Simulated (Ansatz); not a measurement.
# Quasiparticle gap of BaIBr (Pnma)

Aim: the quasiparticle gap of BaIBr (Pnma), starting from r2SCAN.

Method: r2SCAN, then G0W0 on it, plane waves, PAW, in Ansatz 0.2.0.

**1. The starting structure**

Symmetry: Pnma, No. 62, orthorhombic system. The conventional cell has a = 8.814 Å, b = 5.124 Å, c = 10.192 Å, α = 90.00°, β = 90.00°, γ = 90.00°. Nearest to Ba lie 4 Br at 3.31 to 3.34 Å and 5 I at 3.67 to 3.76 Å. Nearest to I lie 5 Ba at 3.67 to 3.76 Å. Nearest to Br lie 4 Ba at 3.31 to 3.34 Å. Farther neighbours and most contacts between anions are not listed.

The cell and positions are those that the Materials Project relaxed with its own functionals (PBE, PBE+U or r2SCAN), kept fixed. Spin-orbit coupling is left out unless a step names it. The default PAW set here is soft_2. Its files were made with PBE.

**2. Bands along the symmetry lines**

Levels along a band path and on the mesh show where this functional puts the band edges.

This step: DFT, r2SCAN, plane waves, PAW.

input.yaml

```yaml
crystal:
  lattice:
    - [8.81446039, 0.0, 0.0]
    - [0.0, 5.12429103, 0.0]
    - [0.0, 0.0, 10.19167839]
  atoms:
    - { symbol: Ba, position: [0.72882454, 0.25, 0.37513703] }
    - { symbol: Ba, position: [0.27117546, 0.75, 0.62486297] }
    - { symbol: Ba, position: [0.77117546, 0.75, 0.87513703] }
    - { symbol: Ba, position: [0.22882454, 0.25, 0.12486297] }
    - { symbol: I, position: [0.47161056, 0.25, 0.83177655] }
    - { symbol: I, position: [0.52838944, 0.75, 0.16822345] }
    - { symbol: I, position: [0.02838944, 0.75, 0.33177655] }
    - { symbol: I, position: [0.97161056, 0.25, 0.66822345] }
    - { symbol: Br, position: [0.8564719, 0.25, 0.06668585] }
    - { symbol: Br, position: [0.1435281, 0.75, 0.93331415] }
    - { symbol: Br, position: [0.6435281, 0.75, 0.56668585] }
    - { symbol: Br, position: [0.3564719, 0.25, 0.43331415] }
kpoints:
  mp_grid: { grid: [4, 4, 2] }
  band_path:
    path:
      - [[0.0, 0.0, 0.0], [0.5, 0.0, 0.0], [0.5, 0.5, 0.0], [0.0, 0.5, 0.0], [0.0, 0.0, 0.0], [0.0, 0.0, 0.5], [0.5, 0.0, 0.5], [0.5, 0.5, 0.5], [0.0, 0.5, 0.5], [0.0, 0.0, 0.5]]
      - [[0.5, 0.0, 0.0], [0.5, 0.0, 0.5]]
      - [[0.0, 0.5, 0.0], [0.0, 0.5, 0.5]]
      - [[0.5, 0.5, 0.0], [0.5, 0.5, 0.5]]
    npoints: 6
hamiltonian:
  xc: r2scan
scf:
  occupations: { method: fermi_dirac, width: 0.02 }
  n_extra_bands: 8
output:
  eigenvalues: true
  forces: true
  stress: true
```

Started as:

```
ansatz run input.yaml --threads 32 --pin off --max-ram 129024MiB --backend cuda --events-out ev --progress --plain --runs-dir out --devices 1 --max-vram 157GiB
```

Numbers of over 12 decimals in the logs are rounded to 6 here.

The program printed:

```text
scf.n_extra_bands = 8 over 68 filled bands (N_el = 136.0): the run solves 76 bands
GPUs: using 1 of 1 available (devices: 1).
Engine: ansatz 0.2.0, aarch64-unknown-linux-gnu
Pseudopotentials: kind: paw
Pseudopotential: Ba, paw, valence charge 10, recommended cutoff 500 eV (meta_gga), Ba.paw.azcp
Pseudopotential: I, paw, valence charge 17, recommended cutoff 500 eV (meta_gga), I.paw.azcp
Pseudopotential: Br, paw, valence charge 7, recommended cutoff 500 eV (meta_gga), Br.paw.azcp
Functional definition: r2SCAN
  parameter k0 = 0.174
  parameter k1 = 0.065
  parameter a1 = 4.9479
  exchange = r2scan_x(k0 = k0, k1 = k1, a1 = a1)
  correlation = r2scan_c
device memory: the entry about to start is reckoned to put 17.0 GiB on a device that reports 182.5 GiB free (of which the cap on the GPU budget leaves the run 157.0 GiB)
GPU FFT provider: cuFFT
GPU libraries: cuBLAS 13.8.1, cuFFT 12.4.0, cuSOLVER 12.3.2
GPU matrix products: emulated (plane waves: as basis.precision tells), large ones in fixed point in workspaces of 1.00 GiB
Crystal: 12 atoms, lattice volume = 460.336 Å³
Basis set: ecut = 500 eV, 11719 PW (Γ), exchange–correlation on 288×160×300 points (64 copies of the dense FFT grid, shifted against one another)
Bands: 76, of which v1, the nominal top of the filled ones, is band 68 counted from 1 (67 counted from 0)
Symmetry: 8 space group operations
Space group: Pnma (ITA 62), of the structure as read, at distance tolerance 7.7e-5 Å
k-points: 18 of 32
Non-local potential: Ba, projectors of the file, l = 0: 3, l = 1: 2, l = 2: 2, l = 3: 2
Non-local potential: I, projectors of the file, l = 0: 2, l = 1: 2, l = 2: 2, l = 3: 2
Non-local potential: Br, projectors of the file, l = 0: 2, l = 1: 2, l = 2: 2
PAW form: soft (Blöchl's): semilocal exchange-correlation on the pseudo side does not see the compensation charge
PAW frozen core: Ba, regenerated for the run's functional (the file was generated under x = pbe(κ = 0.804, μ = 0.219515), c = pbe(β = 0.066725))
PAW frozen core: I, regenerated for the run's functional (the file was generated under x = pbe(κ = 0.804, μ = 0.219515), c = pbe(β = 0.066725))
PAW frozen core: Br, regenerated for the run's functional (the file was generated under x = pbe(κ = 0.804, μ = 0.219515), c = pbe(β = 0.066725))
PAW one-centre angular grid: Ba, 302 points (default); XC on 160 Gauss nodes
PAW one-centre angular grid: I, 590 points (default); XC on 160 Gauss nodes
PAW one-centre angular grid: Br, 302 points (default); XC on 160 Gauss nodes
Initial density: superposition of atomic densities (neutral atoms: chi_scale 0, normalization atom), corrected by the library's trained network
Initial wavefunctions: pseudopotential atomic-orbital guess
GPU buffer pool allocated for 216000 grid points (all kernels)
GPU transforms: local potential and band sums: pruned to the plane-wave sphere, on 72×40×75
Functional: x = r2scan, c = r2scan; τ floored in thin density (d = 2e-4 eV/Å³)
SCF iter   1: F=—  HF=-65169.540236 eV  |F-HF|=—  |Δ(HF+E_count)|=         —  Δρ=3.47e-3  dr2=1.04e-1  dr2_τ=2.06e-2  ethr=1.77e-3  ⟨swp⟩=14.1  Hψ=7771  notcnv=0
preconditioner: auto → Resta (q_TF=auto, 2.227 Å⁻¹)  ε∞=3.0  [insulator: Δε(μ)=4.054 eV  Ē_g=11.612 eV  σ=0.020 eV  W_gap=1.00  n_scr=82 (ndim 8)  ℏωp=16.2 eV  f_vac=0.008  D(μ)=0.00/eV (n_scr^D=0)  ε∞_Penn≈3.0]
SCF iter   2: F=—  HF=-65169.670243 eV  |F-HF|=—  |Δ(HF+E_count)|=   1.30e-1  Δρ=1.62e-3  dr2=2.17e-2  dr2_τ=9.69e-4  ethr=7.61e-5  ⟨swp⟩=3.9  Hψ=2739  notcnv=0  defer=55
SCF iter   3: F=—  HF=-65169.666312 eV  |F-HF|=—  |Δ(HF+E_count)|=   3.93e-3  Δρ=3.76e-4  dr2=7.00e-4  dr2_τ=4.19e-5  ethr=1.60e-5  ⟨swp⟩=3.2  Hψ=2361  notcnv=0  defer=55
SCF iter   4: F=—  HF=-65169.666611 eV  |F-HF|=—  |Δ(HF+E_count)|=   2.99e-4  Δρ=9.24e-5  dr2=4.37e-5  dr2_τ=2.12e-6  ethr=5.15e-7  ⟨swp⟩=2.0  Hψ=2177  notcnv=0  defer=55
SCF iter   5: F=—  HF=-65169.666639 eV  |F-HF|=—  |Δ(HF+E_count)|=   2.77e-5  Δρ=2.54e-5  dr2=3.42e-6  dr2_τ=1.38e-7  ethr=3.22e-8  ⟨swp⟩=2.0  Hψ=2537  notcnv=0  defer=55
SCF iter   6: F=—  HF=-65169.666641 eV  |F-HF|=—  |Δ(HF+E_count)|=   2.81e-6  Δρ=4.91e-6  dr2=1.26e-7  dr2_τ=1.80e-8  ethr=2.51e-9  ⟨swp⟩=2.0  Hψ=2177  notcnv=0  defer=55
SCF iter   7: F=-65169.666642 eV  HF=-65169.666642 eV  |F-HF|=3.14e-9  |Δ(HF+E_count)|=   1.20e-7  Δρ=8.58e-7  dr2=4.22e-9  dr2_τ=1.44e-10  ethr=7.35e-11  ⟨swp⟩=13.3  Hψ=6439  notcnv=0
SCF 1 converged in 7 iterations: F = -65169.666642 eV  dr2 = 4.22e-9
  greatest PAW one-centre occupation: 0.999 electrons in one spin orbital (limit 2), on the I atom at site 5 (counted from 0), in its partial waves of l = 2
device memory: the entry about to start is reckoned to put 25.4 GiB on a device that reports 182.5 GiB free (of which the cap on the GPU budget leaves the run 157.0 GiB)
NSCF: frozen V_eff on 76 k-points, pencils in batches of 32, up to order 336
SCF converged after 7 iterations
Free energy (F): -65169.666642 eV
Harris-Foulkes:  -65169.666642 eV  (|F-HF|=3.14e-9)
Internal energy: -65169.666642 eV  (E = F + TS)
E sigma→0 (E₀):  -65169.666642 eV
Fermi energy:    6.734871 eV
--- Per-component energies (eV) ---
  E_band       = -1887.131327
  E_kinetic    = 1964.426062
  E_local      = -10540.532969  (includes V_loc(G=0)·N_el)
  E_nonlocal   = 141.197775
  E_hartree    = 4987.033823
  E_xc         = -2119.952470
  E_vxc        = -1611.826126  (∫ρ·V_xc dr)
  E_paw        = -49444.047115  (= ΣΔE_a)
  E_vpaw       = -1898.466275  (= ΣTr[D̂ρ^β])
  E_aug_tail   = -0.000124  (compensation charges beyond the density's cutoff)
  E_vtau       = 84.003435  (kinetic-family band-sum trace: ∫τ·v_τ [+ j·A + Jᵃ·Aᵃ] dr)
  E_ewald      = -10157.732725
  E_core_change = -0.058899  (= ΣΔE_core)
  E_smearing   = -0.000000  (= −TS)
  E_closure    = 0.000000  (closes the sum)
  Σ components = -65169.666642   (vs F -65169.666642, Δ=0.00e0)
--- Forces (eV/Å), atoms counted from 1 ---
  atom   1  Ba    -0.00803967     0.00000000     0.01520308
  atom   2  Ba     0.00803967    -0.00000000    -0.01520308
  atom   3  Ba     0.00803967    -0.00000000     0.01520308
  atom   4  Ba    -0.00803967     0.00000000    -0.01520308
  atom   5  I      0.00329687    -0.00000000    -0.02223233
  atom   6  I     -0.00329687     0.00000000     0.02223233
  atom   7  I     -0.00329687    -0.00000000    -0.02223233
  atom   8  I      0.00329687     0.00000000     0.02223233
  atom   9  Br     0.00699273    -0.00000000    -0.01725410
  atom  10  Br    -0.00699273     0.00000000     0.01725410
  atom  11  Br    -0.00699273     0.00000000    -0.01725410
  atom  12  Br     0.00699273     0.00000000     0.01725410
  max |Σ_I F_I| component: 1.04e-17 eV/Å
--- Stress (GPa, compression-positive) ---
       -0.261295       0.000000      -0.000000
        0.000000      -0.303538      -0.000000
       -0.000000      -0.000000      -0.313050
  P = ⅓ Tr σ = -0.2926 GPa (-2.926 kbar)
--- Band table (eV; the first three rows and the last of 18) ---
[... rows of the band table ...]
```

Wall time 2.9 s (1 × NVIDIA GB200 with 32 threads of Arm Neoverse V2, shared host); peak memory 1.7 GiB.

This step gave:

```
pressure             : -0.2926 GPa
filled bands         : 68
gap                  : 3.993 eV
valence top at       : Γ
conduction bottom at : Γ
least direct gap     : 3.993 eV
```

Over mesh and path the gap is 3.993 eV, direct, at k = Γ.

The electronic bands at the labelled points (eV, zero at the top of the highest nominally filled band):

```csv
point,band 65,band 66,band 67,band 68,band 69,band 70,band 71,band 72
Γ,-0.32,-0.20,-0.14,0.00,3.99,4.63,4.78,4.88
halfway,-0.42,-0.28,-0.24,-0.04,4.20,4.71,4.75,4.82
X,-0.48,-0.48,-0.14,-0.14,4.49,4.49,4.95,4.95
halfway,-0.37,-0.37,-0.29,-0.29,5.03,5.03,5.20,5.20
S,-0.42,-0.42,-0.42,-0.42,5.48,5.48,5.48,5.48
halfway,-0.51,-0.51,-0.42,-0.42,5.31,5.31,5.50,5.50
Y,-0.55,-0.55,-0.41,-0.41,5.26,5.26,5.38,5.38
halfway,-0.56,-0.45,-0.38,-0.20,4.57,5.02,5.17,5.37
Γ,-0.32,-0.20,-0.14,0.00,3.99,4.63,4.78,4.88
halfway,-0.40,-0.26,-0.20,-0.17,4.13,4.65,4.79,4.81
Z,-0.42,-0.42,-0.26,-0.26,4.46,4.46,4.75,4.75
halfway,-0.48,-0.48,-0.23,-0.23,4.58,4.58,4.87,4.87
U,-0.53,-0.53,-0.24,-0.24,4.82,4.82,4.96,4.96
halfway,-0.43,-0.43,-0.30,-0.30,5.00,5.00,5.18,5.18
R,-0.38,-0.38,-0.38,-0.38,5.58,5.58,5.58,5.58
halfway,-0.48,-0.48,-0.31,-0.31,5.40,5.40,5.49,5.49
T,-0.61,-0.61,-0.28,-0.28,5.27,5.27,5.41,5.41
halfway,-0.44,-0.44,-0.19,-0.19,4.93,4.93,5.22,5.22
Z,-0.42,-0.42,-0.26,-0.26,4.46,4.46,4.75,4.75
jump to X,-0.48,-0.48,-0.14,-0.14,4.49,4.49,4.95,4.95
halfway,-0.51,-0.51,-0.19,-0.19,4.60,4.60,4.98,4.98
U,-0.53,-0.53,-0.24,-0.24,4.82,4.82,4.96,4.96
jump to Y,-0.55,-0.55,-0.41,-0.41,5.26,5.26,5.38,5.38
halfway,-0.58,-0.58,-0.35,-0.35,5.30,5.30,5.33,5.33
T,-0.61,-0.61,-0.28,-0.28,5.27,5.27,5.41,5.41
jump to S,-0.42,-0.42,-0.42,-0.42,5.48,5.48,5.48,5.48
```

The electronic bands as a text plot (rows in eV):

```
    5.5 |        ++++++++++                +++++++         ++++++
    5.2 |      +++   ++++++++           +++    +++++       +++
    4.9 |++++++ +        +++++++   ++++++          +++ ++++
    4.7 |+++++++          +  ++++++++               + + ++
    4.4 |  ++                    ++                  +++
    4.1 |++                +++ ++
    3.9 |                     +
    3.6 |
    3.4 |
    3.1 |
    2.8 |
    2.6 |
    2.3 |
    2.0 |
    1.8 |
    1.5 |
    1.2 |
    1.0 |
    0.7 |
    0.4 |
    0.2 |
   -0.1 |******           *******                  *   **
   -0.3 |**********************************************  ********
   -0.6 |**********************  ********************************
         Γ  X      S   Y      Γ  Z   U      R   T    Z|X U|YT|S R
```

**3. One-shot GW**

G0W0 replaces the xc potential by a self-energy built once from the orbitals of the start. Levels are corrected in the window of bands that the input names, at points of the mesh.

This step: G0W0 on r2SCAN, plane waves, PAW.

input.yaml, the sections that differ from step 2:

```yaml
kpoints:
  mp_grid: { grid: [2, 4, 2] }
scf:
  occupations: { method: fixed }
gw:
  n_empty_bands: 1374
  ecut_chi: 120.0
  qp_bands: [v2, c2]
  qp_kpoints: band_edges
  screening: { model: contour_deformation }
# crystal, hamiltonian: as in step 2
# output: removed
```

The program printed:

```text
GPUs: using 1 of 1 available (devices: 1).
[...]
GPU FFT provider: cuFFT
GPU libraries: cuBLAS 13.8.1, cuFFT 12.4.0, cuSOLVER 12.3.2
[...]
Crystal: 12 atoms, lattice volume = 460.336 Å³
Basis set: ecut = 500 eV, 11719 PW (Γ), exchange–correlation on 288×160×300 points (64 copies of the dense FFT grid, shifted against one another)
Bands: 82, of which v1, the nominal top of the filled ones, is band 68 counted from 1 (67 counted from 0)
Symmetry: 8 space group operations
[...]
k-points: 12 of 16
[...]
GPU buffer pool allocated for 216000 grid points (all kernels)
[...]
SCF iter   1: F=—  HF=-65169.539360 eV  |F-HF|=—  |Δ(HF+E_count)|=         —  Δρ=3.48e-3  dr2=1.01e-1  dr2_τ=2.06e-2  ethr=1.77e-3  ⟨swp⟩=8.4  Hψ=4063  notcnv=0  defer=134
[...]
SCF iter   6: F=-65169.665023 eV  HF=-65169.665023 eV  |F-HF|=3.48e-8  |Δ(HF+E_count)|=   1.82e-6  Δρ=3.96e-6  dr2=5.81e-8  dr2_τ=1.15e-8  ethr=7.35e-11  ⟨swp⟩=17.5  Hψ=7176  notcnv=0
SCF 1 converged in 6 iterations: F = -65169.665023 eV  dr2 = 5.81e-8
[...]
NSCF: frozen V_eff on 12 k-points
the band table was solved once the SCF had ended and its energy, with any forces and stress, was formed, with the checks that follow a solve (4415 applications of the Hamiltonian). They found nothing against the state; the energy, forces and stress were not computed again (output.eigenvalues in the input reference)
[...]
G₀W₀ screening: q 1/12
[... further progress lines ...]
SCF converged after 6 iterations
Free energy (F): -65169.665023 eV
[...]
Internal energy: -65169.665023 eV  (E = F + TS)
E sigma→0 (E₀):  -65169.665023 eV
Fermi energy:    4.736177 eV
[...]
--- Band table (eV; the first three rows and the last of 12) ---
[... rows of the band table ...]
--- G₀W₀: contour deformation, 6 samples at zero and on the imaginary axis and 1 off it, 16 q-points, 1374 empty bands' worth ---
  eigenvalues of the whole cell's RPA ε∞ on this k-mesh (on a slab, of 1 + 4πα/V) = 3.3719, 3.3726, 3.3727; static W/v taken at q = 0 is 0.296526
  bands read: the sum over 1442 bands ends inside a degenerate multiplet in 2 slots, whose members it reads at an even weight; the widest, k=10: bands 1441 to 1444 (counted from 1) at 2/4 each
  gw.qp_kpoints: band_edges: 12 of 12 stored k-points solved, in 1 pass; an edge of the gap read off the rows below is read off those points alone
    ik  band        ε_KS         Σx   Σc(E_QP)       V_xc       Z   E_QP_lin       E_QP  E_QP is
     0    67      4.5995   -18.2944     1.7145   -15.4943  0.8045     3.5004     3.5138  root
     0    68      4.7362   -18.0759     1.6460   -15.3440  0.8056     3.6370     3.6503  root
     0    69      8.7285    -5.0762    -3.4543    -8.9750  0.8366     9.1749     9.1731  root
     0    70      9.3709    -5.5688    -3.5947    -9.6491  0.8329     9.8588     9.8565  root
     1    67      4.4807   -18.1844     1.7386   -15.3511  0.8037     3.3722     3.3860  root
     1    68      4.4807   -18.1844     1.7386   -15.3511  0.8037     3.3722     3.3860  root
     1    69      9.2005    -5.4348    -3.5687    -9.4909  0.8326     9.6903     9.6880  root
     1    70      9.2005    -5.4348    -3.5687    -9.4909  0.8326     9.6903     9.6880  root
     2    67      4.3616   -17.7989     1.7211   -14.9671  0.8032     3.2364     3.2510  root
     2    68      4.5312   -17.6585     1.6659   -14.8852  0.8041     3.4094     3.4238  root
     2    69      9.3029    -5.4501    -3.6007    -9.5480  0.8327     9.8025     9.8001  root
     2    70      9.7584    -5.8658    -3.7647   -10.1718  0.8287    10.3027    10.2997  root
     3    67      4.5443   -17.9468     1.6812   -15.1695  0.8044     3.4344     3.4482  root
     3    68      4.5443   -17.9468     1.6812   -15.1695  0.8044     3.4344     3.4482  root
     3    69      9.6624    -5.7065    -3.6987    -9.9295  0.8298    10.1895    10.1867  root
     3    70      9.6624    -5.7065    -3.6987    -9.9295  0.8298    10.1895    10.1867  root
     4    67      4.3222   -17.9444     1.7907   -15.0419  0.8017     3.1956     3.2105  root
     4    68      4.3222   -17.9444     1.7907   -15.0419  0.8017     3.1956     3.2105  root
     4    69      9.9953    -6.1418    -3.7445   -10.4080  0.8288    10.5197    10.5170  root
     4    70      9.9953    -6.1418    -3.7445   -10.4080  0.8288    10.5197    10.5170  root
     5    67      4.4593   -17.6795     1.6813   -14.8920  0.8035     3.3387     3.3531  root
     5    68      4.4593   -17.6795     1.6813   -14.8920  0.8035     3.3387     3.3531  root
     5    69     10.0060    -6.0123    -3.7365   -10.3027  0.8297    10.5629    10.5599  root
     5    70     10.0060    -6.0123    -3.7365   -10.3027  0.8297    10.5629    10.5599  root
     6    67      4.5985   -17.8397     1.6627   -15.0780  0.8045     3.4857     3.4996  root
     6    68      4.5985   -17.8397     1.6627   -15.0780  0.8045     3.4857     3.4996  root
     6    69      9.2302    -5.4341    -3.5636    -9.4774  0.8334     9.7120     9.7099  root
     6    70      9.2302    -5.4341    -3.5636    -9.4774  0.8334     9.7120     9.7099  root
     7    67      4.4971   -17.5604     1.6442   -14.8076  0.8044     3.3742     3.3885  root
     7    68      4.4971   -17.5604     1.6442   -14.8076  0.8044     3.3742     3.3885  root
     7    69      9.5527    -5.8063    -3.6649    -9.9961  0.8298    10.0804    10.0776  root
     7    70      9.5527    -5.8063    -3.6649    -9.9961  0.8298    10.0804    10.0776  root
     8    67      4.4435   -17.7458     1.7052   -14.9299  0.8034     3.3183     3.3328  root
     8    68      4.4435   -17.7458     1.7052   -14.9299  0.8034     3.3183     3.3328  root
     8    69      9.7672    -5.8263    -3.7120   -10.0870  0.8291    10.3189    10.3159  root
     8    70      9.7672    -5.8263    -3.7120   -10.0870  0.8291    10.3189    10.3159  root
     9    67      4.4372   -17.7721     1.7161   -14.9424  0.8031     3.3089     3.3236  root
     9    68      4.4372   -17.7721     1.7161   -14.9424  0.8031     3.3089     3.3236  root
     9    69      9.7338    -5.6924    -3.6504    -9.8601  0.8317    10.2536    10.2510  root
     9    70      9.7338    -5.6924    -3.6504    -9.8601  0.8317    10.2536    10.2510  root
    10    67      4.3158   -17.7820     1.7472   -14.9229  0.8024     3.1891     3.2039  root
    10    68      4.3158   -17.7820     1.7472   -14.9229  0.8024     3.1891     3.2039  root
    10    69     10.2129    -6.2372    -3.8216   -10.6210  0.8266    10.7784    10.7751  root
    10    70     10.2129    -6.2372    -3.8216   -10.6210  0.8266    10.7784    10.7751  root
    11    67      4.3556   -17.7726     1.7329   -14.9308  0.8028     3.2322     3.2467  root
    11    68      4.3556   -17.7726     1.7329   -14.9308  0.8028     3.2322     3.2467  root
    11    69     10.3159    -6.2493    -3.8328   -10.6664  0.8256    10.9039    10.9003  root
    11    70     10.3159    -6.2493    -3.8328   -10.6664  0.8256    10.9039    10.9003  root
```

Wall time 42 s (1 × NVIDIA GB200 with 32 threads); peak memory 11 GiB.

This step gave:

* bands summed: 1442
* RPA ε∞ on this mesh (eigenvalues): 3.372, 3.373, 3.373
* plane waves in the screening matrix: 1361
* q-points in the mesh: 16
* G0W0 gap over the corrected points: 5.523 eV
* k of the valence top: 0, 0, 0
* k of the conduction bottom: 0, 0, 0
* starting gap on the mesh: 3.992 eV
* Z at the valence top: 0.8056
* Z at the conduction bottom: 0.8366
* least direct G0W0 gap over the corrected points: 5.523 eV

Over all 12 irreducible mesh points the G0W0 gap is 5.523 eV, direct, at k = Γ. The r2SCAN gap of this run on the mesh is 3.992 eV. The two states that bound the G0W0 gap lie that far apart at the start, so the correction of the gap is 5.523 − 3.992 = +1.531 eV. The start of this run differs from the step before in mesh (4×4×2 and 2×4×2).

Labels follow the order of the start: v1 is the top filled band, c1 the lowest empty one; levels that stay degenerate share a row, the window can cut a multiplet, doubted levels are not marked in this list, bands outside the window were not corrected, and the list may be a part of the corrected levels. Levels before and after the correction, in eV, zero at the valence-band top of each column:

```csv
,conduction bottom,valence top
Kohn-Sham,3.99,0.00
G0W0,5.52,0.00
```

```csv
,level,occupation,energy (eV)
Kohn-Sham,Γ v2,2,-0.137
Kohn-Sham,Γ v1,2,0.000
Kohn-Sham,Γ c1,0,3.992
Kohn-Sham,Γ c2,0,4.635
G0W0,Γ v2,2,-0.136
G0W0,Γ v1,2,0.000
G0W0,Γ c1,0,5.523
G0W0,Γ c2,0,6.206
```

The parts of the quasiparticle energy for the two states that bound the G0W0 gap, in eV on the run's own scale (QP = start + Σx + Σc − Vxc, with Σc at the quasiparticle energy):

```csv
edge,k,band,start,Σx,Σc,Vxc,Z,QP
valence top,Γ,68,4.736,−18.076,1.646,−15.344,0.806,3.650
conduction bottom,Γ,69,8.729,−5.076,−3.454,−8.975,0.837,9.173
```

(Part 1 of 2 ends here.)

[Paths, hosts, dates, memory and timing lines, banners, echoed tables and standing remarks are left out of the program output.]

[Logs are printed without paths, hosts, clocks, repeated set-up lines and the standing remarks that a program may print on its own settings, such as how far it seeks lower states.]

[Runs of the session that timed out or met a known fault of the program may be left out.]

[Cells called generated may have been cut or substituted from an entry of the Crystallography Open Database or the Materials Project.]

[Hosts, paths, dates, database ids (printed as entryN), source tags and the programs' standing remarks are cut or masked in the printed files.]

[Where an RPA ε∞ is given, it is that of the G0W0 mesh and is not shown converged in it. Names of k-points follow the symmetry that the program found, which can be lower than the space group named. Band edges on a path are those of the sampled points; other points can move an edge, and change direct to indirect where valleys lie close.]

[Hybrid gaps are those of their k-mesh and are not shown converged in it.]
